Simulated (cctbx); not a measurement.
## What is wrong with this refinement?

Cell a = 6.3020 Å, b = 6.3020 Å, c = 11.6600 Å, α = 90.00°, β = 90.00°, γ = 90.00°; space group I4/mcm (no. 140).

The data are simulated with cctbx, not measured: Ga Kα, λ = 1.3414 Å, to d = 0.83 Å, 80 % of the full sphere, strongest reflection 70000 counts, noise from counting, a 3 % proportional error and a noise floor of 4 counts (s.d.); no absorption.

An anisotropic refinement with weights 1/σ² prints:

```text
Rint 0.024, 128 unique reflections to 0.84 A
cycle     R1     wR2    GooF  max shift (A)
   1  0.0317  0.1072   7.784   0.00212
   2  0.0143  0.0503   3.650   0.00002
final R1 0.0143 wR2 0.0503 GooF 3.650  parameters 14  data/parameter 9.1
atom        x        y        z      Ueq    occ   su(xyz)  su(Uiso or U11)
Nb1    0.00000  0.00000  0.00000   0.0073  1.000  0.00000  0.0004
Y1     0.66882  0.16882  0.13834   0.0045  1.000  0.00005  0.0003
Ti1    0.50000  0.50000  0.25000   0.0082  1.000  0.00000  0.0007
C1     0.12076  0.62076  0.00000   0.0098  1.000  0.00094  0.0023
difference map: max 0.76 min -0.86 rms 0.17
Q1    0.1645  0.3355  0.1120   16    0.77  0.31 A from Y1
Q2    0.0534  0.1661  0.5000   16    0.34  1.10 A from Nb1
Q3    0.0000  0.5000  0.1218    8    0.27  1.52 A from Y1
Q4    0.1965  0.3035  0.0000    8    0.26  1.63 A from C1
Q5    0.0000  0.5000  0.0000    4    0.22  1.08 A from C1
Q6    0.0561  0.4439  0.2834   16    0.20  1.83 A from Y1
```

Q: Accept it or mend it, and why?

Mend it. The fault: wrong element: Y1 is Nb. Against the right model at the same level, R1 goes from 0.0059 to 0.0143 and GooF from 0.99 to 3.65, U of Nb1 swells from 0.0053 to 0.0073 Å² and a hole of -0.9 e/Å³ opens. Y1 has 2 electrons too few and its U shrinks to make up, as expected (near an absorption edge f′ can widen the mismatch well beyond the difference in Z).

The compound is TiNb5C2. The right model at the same level gives:

```text
Rint 0.024, 128 unique reflections to 0.84 A
cycle     R1     wR2    GooF  max shift (A)
   1  0.0123  0.0402   2.920   0.00802
   2  0.0059  0.0136   0.990   0.00001
final R1 0.0059 wR2 0.0136 GooF 0.990  parameters 14  data/parameter 9.1
atom        x        y        z      Ueq    occ   su(xyz)  su(Uiso or U11)
Nb1    0.00000  0.00000  0.00000   0.0053  1.000  0.00000  0.0001
Nb2    0.66882  0.16882  0.13831   0.0057  1.000  0.00001  0.0001
Ti1    0.50000  0.50000  0.25000   0.0062  1.000  0.00000  0.0002
C1     0.12190  0.62190  0.00000   0.0078  1.000  0.00026  0.0006
difference map: max 0.31 min -0.22 rms 0.07
Q1    0.0636  0.1408  0.5000   16    0.33  0.97 A from Nb1
Q2    0.1569  0.2154  0.5000   16    0.24  1.05 A from C1
Q3    0.0000  0.5000  0.1218    8    0.23  1.52 A from Nb2
Q4    0.0377  0.4623  0.0000    8    0.21  1.14 A from C1
Q5    0.0544  0.4456  0.2842   16    0.20  1.82 A from Nb2
Q6    0.0000  0.5000  0.2500    4    0.20  1.99 A from Nb2
```

This is a model crystal, built by substitution and not relaxed, with assumed displacement parameters.

[Middle refinement cycles are left out of these outputs.]

[Logs are printed without paths, hosts, clocks, repeated set-up lines and the standing remarks that a program may print on its own settings, such as how far it seeks lower states.]
